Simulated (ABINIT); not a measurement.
## Beyond one shot: CsCaH3 (Pm-3m)

Wanted: G0W0 and self-consistent gaps of CsCaH3 (Pm-3m), with the cost of the cycles.

Calculated with ABINIT 10.8.3; LDA and many-body steps on it, plane waves.

Most raw output is cut from this account.

### Step 1. Set-up

Symmetry: Pm-3m, No. 221, cubic system. Conventional cell: a = 4.621 Å, b = 4.621 Å, c = 4.621 Å, α = 90.00°, β = 90.00°, γ = 90.00°. Nearest to Cs lie 12 H at 3.27 Å. Nearest to Ca lie 6 H at 2.31 Å. H has 2 Ca at 2.31 Å and 8 H at 3.27 Å and 4 Cs at 3.27 Å nearest. Farther neighbours are not listed.

The cell and positions are those that the Materials Project relaxed with its own functionals (PBE, PBE+U or r2SCAN), kept fixed. Spin-orbit coupling is left out unless a step names it.

### Step 2. Empty states on the mesh, 2×2×2 mesh, 82 bands

This step: ABINIT 10.8.3; DFT, LDA, plane waves, norm-conserving pseudopotentials.

The sums over transitions need many empty states on a uniform mesh; this step solves for them.

The input, run.abi:

```
acell 3*1.0 Angstrom
rprim 
  4.621186000000 0.000000000000 0.000000000000
  0.000000000000 4.621186000000 0.000000000000
  0.000000000000 0.000000000000 4.621186000000
ntypat 3
znucl 55 20 1
natom 5
typat 1 2 3 3 3
xred 
  0.000000000000 0.000000000000 0.000000000000
  0.500000000000 0.500000000000 0.500000000000
  0.500000000000 0.000000000000 0.500000000000
  0.000000000000 0.500000000000 0.500000000000
  0.500000000000 0.500000000000 0.000000000000
pp_dirpath "pseudos"
pseudos "Cs.upf, Ca.upf, H.upf"
ecut 31
ngkpt 2 2 2
nshiftk 1
shiftk 0 0 0
kptopt 1
chksymbreak 0
iscf -2
irdden 1
istwfk *1
nband 82
nbdbuf 6
tolwfr 1e-09
nstep 60
prtvol 0
indata_prefix "in"
outdata_prefix "out"
tmpdata_prefix "tmp"
```

Run with:

```
$ OMP_NUM_THREADS=1 mpirun -n 4 abinit run.abi > log
```

Elapsed: 22 s, on 4 MPI ranks of Arm Neoverse V2, shared host; peak memory 0.31 GiB; 88 s of CPU time.

Numbers from this step:

- gap: 2.810 eV
- k of the valence top: 0.5, 0.5, 0
- k of the conduction bottom: 0.5, 0.5, 0
- least direct gap: 2.810 eV
- k points computed: 4
- lowest point of the top converged band, above the valence top: 36.12 eV

On this mesh the gap is 2.810 eV.

The density comes from a self-consistent run that is not shown.

### Step 3. Screening, 2×2×2 mesh, 76 bands, screening to 106.1 eV

The RPA dielectric matrix is built and inverted for each q.

This step: RPA screening on LDA, plane waves, norm-conserving pseudopotentials.

run.abi: that of step 2 with these lines changed.

```diff
@@ -23,10 +23,11 @@
 chksymbreak 0
-iscf -2
-irdden 1
 istwfk *1
-nband 82
-nbdbuf 6
-tolwfr 1e-09
-nstep 60
-prtvol 0
+occopt 1
+irdwfk 1
+optdriver 3
+nband 76
+ecuteps 3.9
+inclvkb 2
+awtr 1
+symchi 1
 indata_prefix "in"
```

Elapsed: 6 s, on 4 MPI ranks; peak memory 0.61 GiB.

This step gave:

| Item | Value |
| --- | --- |
| ε∞ with local fields, on this mesh, along the program's q direction | 4.335 |
| the same without local fields | 4.892 |
| plasma frequency | 17.53 eV |
| plane waves in the screening matrix | 251 |

Local fields lower ε∞ by 11 %. On a Γ-centred mesh this coarse the value itself is usually too large, while a short band sum pulls it down.

### Step 4. G0W0

The self-energy is evaluated for the states that the input lists, and the levels follow from it, in one-shot runs by the linearised quasiparticle equation.

This step: G0W0 on LDA, plane waves, norm-conserving pseudopotentials.

run.abi: that of step 3 with these lines changed.

```diff
@@ -26,8 +26,17 @@
 irdwfk 1
-optdriver 3
+optdriver 4
 nband 76
+gwcalctyp 0
+ecutsigx 31
+symsigma 1
+nkptgw 2
+kptgw 
+  0.5000000000 0.5000000000 0.0000000000
+  0.0000000000 0.0000000000 0.0000000000
+bdgw 
+  10 14
+  10 14
 ecuteps 3.9
-inclvkb 2
-awtr 1
-symchi 1
+irdscr 1
+ppmodel 1
 indata_prefix "in"
```

Elapsed: 5.3 s, on 4 MPI ranks; peak memory 0.63 GiB; 21 s of CPU time.

This step gave:

```yaml
g0w0_gap_on_the_points_computed: 5.084 eV
starting_gap_on_the_mesh: 2.810 eV
k_of_the_valence_top: 0.5, 0.5, 0
k_of_the_conduction_bottom: 0.5, 0.5, 0
z_at_the_valence_top: 0.781
z_at_the_conduction_bottom: 0.82
least_direct_g0w0_gap_on_the_computed_points: 5.084 eV
```

The gap on the mesh goes from 2.81 eV to 5.08 eV, a correction of +2.27 eV.

### Step 5. evGW0, cycle 1

This step: evGW0 on LDA, plane waves, norm-conserving pseudopotentials.

run.abi: that of step 4 with these lines changed.

```diff
@@ -28,12 +28,16 @@
 nband 76
-gwcalctyp 0
+gwcalctyp 10
 ecutsigx 31
 symsigma 1
-nkptgw 2
+nkptgw 4
 kptgw 
+  0.0000000000 0.0000000000 0.0000000000
+  0.5000000000 0.0000000000 0.0000000000
   0.5000000000 0.5000000000 0.0000000000
-  0.0000000000 0.0000000000 0.0000000000
+  0.5000000000 0.5000000000 0.5000000000
 bdgw 
-  10 14
-  10 14
+  6 23
+  6 23
+  6 23
+  6 23
 ecuteps 3.9
```

Run time: 23 s. Hardware: 4 MPI ranks; peak memory 1.1 GiB.

Numbers from this step:

```
quasiparticle gap on the mesh                         : 5.641 eV
gap of the density functional on the mesh             : 2.810 eV
k of the valence top                                  : 0.5, 0.5, 0
k of the conduction bottom                            : 0.5, 0.5, 0
Z at the valence top                                  : 0.781
Z at the conduction bottom                            : 0.82
least direct quasiparticle gap on the computed points : 5.641 eV
```

Against G0W0 in ABINIT (2×2×2 mesh, 76 bands, screening to 106.1 eV, Godby-Needs plasmon pole), the gap moves by +0.557 eV. This first cycle still uses the starting levels; it takes the full correction, at all points of the mesh, and its linearised value is 5.084 eV.

### Step 6. evGW0, cycle 2

The corrected levels of the last cycle go back in.

run.abi: that of step 5 with these lines changed.

```diff
@@ -45,2 +45,3 @@
 ppmodel 1
+irdqps 1
 indata_prefix "in"
```

The job ended after 23 s (4 MPI ranks; peak memory 1.1 GiB; 93 s of CPU time).

Numbers from this step:

| Property | Result |
| --- | --- |
| quasiparticle gap on the mesh | 5.484 eV |
| gap of the density functional on the mesh | 2.810 eV |
| k of the valence top | 0.5, 0.5, 0 |
| k of the conduction bottom | 0.5, 0.5, 0 |
| least direct quasiparticle gap on the computed points | 5.484 eV |

Against the cycle before, the gap moves by −0.157 eV.

### Step 7. evGW0, cycle 3

run.abi is that of step 6.

Wall time 22 s (4 MPI ranks); peak memory 1.1 GiB.

This step gave:

```
quasiparticle gap on the mesh                         : 5.49 eV
gap of the density functional on the mesh             : 2.810 eV
k of the valence top                                  : 0.5, 0.5, 0
k of the conduction bottom                            : 0.5, 0.5, 0
least direct quasiparticle gap on the computed points : 5.49 eV
```

Against the cycle before, the gap moves by +0.006 eV.

### Step 8. Screening, 2×2×2 mesh, 76 bands, screening to 106.1 eV

This step: RPA screening on LDA, plane waves, norm-conserving pseudopotentials.

run.abi: that of step 7 with these lines changed.

```diff
@@ -26,22 +26,13 @@
 irdwfk 1
-optdriver 4
+optdriver 3
 nband 76
+ecuteps 3.9
+inclvkb 2
+awtr 1
+symchi 1
 gwcalctyp 10
-ecutsigx 31
-symsigma 1
-nkptgw 4
-kptgw 
-  0.0000000000 0.0000000000 0.0000000000
-  0.5000000000 0.0000000000 0.0000000000
-  0.5000000000 0.5000000000 0.0000000000
-  0.5000000000 0.5000000000 0.5000000000
-bdgw 
-  6 23
-  6 23
-  6 23
-  6 23
-ecuteps 3.9
-irdscr 1
-ppmodel 1
-irdqps 1
+mbpt_sciss 2.732 eV
+nqptdm 1
+qptdm 
+  0 0 0
 indata_prefix "in"
```

It took 5 s on 4 MPI ranks; peak memory 0.61 GiB.

This step gave:

```yaml
eps_infinity_with_local_fields_on_this_mesh_along_the_program_s_q_direction: 3.241
the_same_without_local_fields: 3.561
plasma_frequency: 17.53 eV
plane_waves_in_the_screening_matrix: 251
```

This screening uses the functional's bands under a rigid shift, the mean opening of the cycle before.

### Step 9. Screening, 2×2×2 mesh, 76 bands, screening to 106.1 eV

This step: RPA screening on LDA from quasiparticle energies, plane waves, norm-conserving pseudopotentials.

run.abi: that of step 8 with these lines changed.

```diff
@@ -32,7 +32,9 @@
 symchi 1
+irdqps 1
 gwcalctyp 10
-mbpt_sciss 2.732 eV
-nqptdm 1
+nqptdm 3
 qptdm 
-  0 0 0
+  0.5000000000 0.0000000000 0.0000000000
+  0.5000000000 0.5000000000 0.0000000000
+  0.5000000000 0.5000000000 0.5000000000
 indata_prefix "in"
```

The input, mrgscr.stdin:

```
2
merged
q0_SCR
out_SCR
1
```

Run with:

```
$ OMP_NUM_THREADS=1 mpirun -n 4 abinit run.abi > log; mrgscr < mrgscr.stdin
```

Run time: 3.8 s. Hardware: 4 MPI ranks; peak memory 0.54 GiB.

This step gave:

```yaml
plasma_frequency: 17.53 eV
plane_waves_in_the_screening_matrix: 251
```

This screening reads the quasiparticle levels of the cycle before.

### Step 10. evGW, cycle 1

This step: evGW on LDA, plane waves, norm-conserving pseudopotentials.

run.abi: that of step 9 with these lines changed.

```diff
@@ -26,12 +26,10 @@
 irdwfk 1
-optdriver 3
+optdriver 4
 nband 76
-ecuteps 3.9
-inclvkb 2
-awtr 1
-symchi 1
-irdqps 1
 gwcalctyp 10
-nqptdm 3
-qptdm 
+ecutsigx 31
+symsigma 1
+nkptgw 4
+kptgw 
+  0.0000000000 0.0000000000 0.0000000000
   0.5000000000 0.0000000000 0.0000000000
@@ -39,2 +37,11 @@
   0.5000000000 0.5000000000 0.5000000000
+bdgw 
+  6 23
+  6 23
+  6 23
+  6 23
+ecuteps 3.9
+irdscr 1
+ppmodel 1
+irdqps 1
 indata_prefix "in"
```

Run with:

```
$ OMP_NUM_THREADS=1 mpirun -n 4 abinit run.abi > log
```

It took 22 s on 4 MPI ranks; peak memory 1.1 GiB.

Numbers from this step:

```yaml
quasiparticle_gap_on_the_mesh: 6.071 eV
gap_of_the_density_functional_on_the_mesh: 2.810 eV
k_of_the_valence_top: 0.5, 0.5, 0
k_of_the_conduction_bottom: 0.5, 0.5, 0
least_direct_quasiparticle_gap_on_the_computed_points: 6.071 eV
```

Against G0W0 in ABINIT (2×2×2 mesh, 76 bands, screening to 106.1 eV, Godby-Needs plasmon pole), the gap moves by +0.987 eV.

### Step 11. Screening, 2×2×2 mesh, 76 bands, screening to 106.1 eV

This step: RPA screening on LDA, plane waves, norm-conserving pseudopotentials.

run.abi: that of step 10 with these lines changed.

```diff
@@ -26,22 +26,13 @@
 irdwfk 1
-optdriver 4
+optdriver 3
 nband 76
+ecuteps 3.9
+inclvkb 2
+awtr 1
+symchi 1
 gwcalctyp 10
-ecutsigx 31
-symsigma 1
-nkptgw 4
-kptgw 
-  0.0000000000 0.0000000000 0.0000000000
-  0.5000000000 0.0000000000 0.0000000000
-  0.5000000000 0.5000000000 0.0000000000
-  0.5000000000 0.5000000000 0.5000000000
-bdgw 
-  6 23
-  6 23
-  6 23
-  6 23
-ecuteps 3.9
-irdscr 1
-ppmodel 1
-irdqps 1
+mbpt_sciss 3.325 eV
+nqptdm 1
+qptdm 
+  0 0 0
 indata_prefix "in"
```

It took 5 s on 4 MPI ranks; peak memory 0.61 GiB.

This step gave:

```yaml
eps_infinity_with_local_fields_on_this_mesh_along_the_program_s_q_direction: 3.103
the_same_without_local_fields: 3.396
plasma_frequency: 17.53 eV
plane_waves_in_the_screening_matrix: 251
```

This screening uses the functional's bands under a rigid shift, the mean opening of the cycle before.

### Step 12. Screening, 2×2×2 mesh, 76 bands, screening to 106.1 eV

This step: RPA screening on LDA from quasiparticle energies, plane waves, norm-conserving pseudopotentials.

run.abi: that of step 11 with these lines changed.

```diff
@@ -32,7 +32,9 @@
 symchi 1
+irdqps 1
 gwcalctyp 10
-mbpt_sciss 3.325 eV
-nqptdm 1
+nqptdm 3
 qptdm 
-  0 0 0
+  0.5000000000 0.0000000000 0.0000000000
+  0.5000000000 0.5000000000 0.0000000000
+  0.5000000000 0.5000000000 0.5000000000
 indata_prefix "in"
```

mrgscr.stdin is that of step 9.

Run with:

```
$ OMP_NUM_THREADS=1 mpirun -n 4 abinit run.abi > log; mrgscr < mrgscr.stdin
```

Wall time 3.7 s (4 MPI ranks); peak memory 0.54 GiB; 14 s of CPU time.

This step gave:

| Quantity | Value |
| --- | --- |
| plasma frequency | 17.53 eV |
| plane waves in the screening matrix | 251 |

This screening reads the quasiparticle levels of the cycle before.

### Step 13. evGW, cycle 2

This step: evGW on LDA, plane waves, norm-conserving pseudopotentials.

run.abi: that of step 12 with these lines changed.

```diff
@@ -26,12 +26,10 @@
 irdwfk 1
-optdriver 3
+optdriver 4
 nband 76
-ecuteps 3.9
-inclvkb 2
-awtr 1
-symchi 1
-irdqps 1
 gwcalctyp 10
-nqptdm 3
-qptdm 
+ecutsigx 31
+symsigma 1
+nkptgw 4
+kptgw 
+  0.0000000000 0.0000000000 0.0000000000
   0.5000000000 0.0000000000 0.0000000000
@@ -39,2 +37,11 @@
   0.5000000000 0.5000000000 0.5000000000
+bdgw 
+  6 23
+  6 23
+  6 23
+  6 23
+ecuteps 3.9
+irdscr 1
+ppmodel 1
+irdqps 1
 indata_prefix "in"
```

Run with:

```
$ OMP_NUM_THREADS=1 mpirun -n 4 abinit run.abi > log
```

Run time: 22 s. Hardware: 4 MPI ranks; peak memory 1.1 GiB; 89 s of CPU time.

This step gave:

```yaml
quasiparticle_gap_on_the_mesh: 6.151 eV
gap_of_the_density_functional_on_the_mesh: 2.810 eV
k_of_the_valence_top: 0.5, 0.5, 0
k_of_the_conduction_bottom: 0.5, 0.5, 0
least_direct_quasiparticle_gap_on_the_computed_points: 6.151 eV
```

Against the cycle before, the gap moves by +0.080 eV.

### Step 14. Screening, 2×2×2 mesh, 76 bands, screening to 106.1 eV

This step: RPA screening on LDA, plane waves, norm-conserving pseudopotentials.

run.abi: that of step 13 with these lines changed.

```diff
@@ -26,22 +26,13 @@
 irdwfk 1
-optdriver 4
+optdriver 3
 nband 76
+ecuteps 3.9
+inclvkb 2
+awtr 1
+symchi 1
 gwcalctyp 10
-ecutsigx 31
-symsigma 1
-nkptgw 4
-kptgw 
-  0.0000000000 0.0000000000 0.0000000000
-  0.5000000000 0.0000000000 0.0000000000
-  0.5000000000 0.5000000000 0.0000000000
-  0.5000000000 0.5000000000 0.5000000000
-bdgw 
-  6 23
-  6 23
-  6 23
-  6 23
-ecuteps 3.9
-irdscr 1
-ppmodel 1
-irdqps 1
+mbpt_sciss 3.402 eV
+nqptdm 1
+qptdm 
+  0 0 0
 indata_prefix "in"
```

Elapsed: 4.9 s, on 4 MPI ranks; peak memory 0.61 GiB; 19 s of CPU time.

Numbers from this step:

* ε∞ with local fields, on this mesh, along the program's q direction: 3.086
* the same without local fields: 3.376
* plasma frequency: 17.53 eV
* plane waves in the screening matrix: 251

This screening uses the functional's bands under a rigid shift, the mean opening of the cycle before.

### Step 15. Screening, 2×2×2 mesh, 76 bands, screening to 106.1 eV

This step: RPA screening on LDA from quasiparticle energies, plane waves, norm-conserving pseudopotentials.

run.abi: that of step 14 with these lines changed.

```diff
@@ -32,7 +32,9 @@
 symchi 1
+irdqps 1
 gwcalctyp 10
-mbpt_sciss 3.402 eV
-nqptdm 1
+nqptdm 3
 qptdm 
-  0 0 0
+  0.5000000000 0.0000000000 0.0000000000
+  0.5000000000 0.5000000000 0.0000000000
+  0.5000000000 0.5000000000 0.5000000000
 indata_prefix "in"
```

mrgscr.stdin is that of step 12.

Run with:

```
$ OMP_NUM_THREADS=1 mpirun -n 4 abinit run.abi > log; mrgscr < mrgscr.stdin
```

Elapsed: 3.7 s, on 4 MPI ranks; peak memory 0.54 GiB; 14 s of CPU time.

This step gave:

```
plasma frequency                    : 17.53 eV
plane waves in the screening matrix : 251
```

This screening reads the quasiparticle levels of the cycle before.

(Part 1 of 2 ends here.)

[Paths, hosts, dates, memory and timing lines, banners, echoed tables and standing remarks are left out of the program output.]

[Logs are printed without paths, hosts, clocks, repeated set-up lines and the standing remarks that a program may print on its own settings, such as how far it seeks lower states.]

[Runs of the session that timed out or met a known fault of the program may be left out.]

[Hosts, paths, dates, database ids (printed as entryN), source tags and the programs' standing remarks are cut or masked in the printed files.]

[G0W0 gaps are taken among the corrected bands and points alone; a level outside them can change the order at an edge.]

[Where Ansatz stands beside ABINIT at settings called matched, ABINIT's density can come from a denser mesh and the files from another edition; pairs whose starting gaps differed by over 0.03 eV were left out, so agreement reads better than it is.]
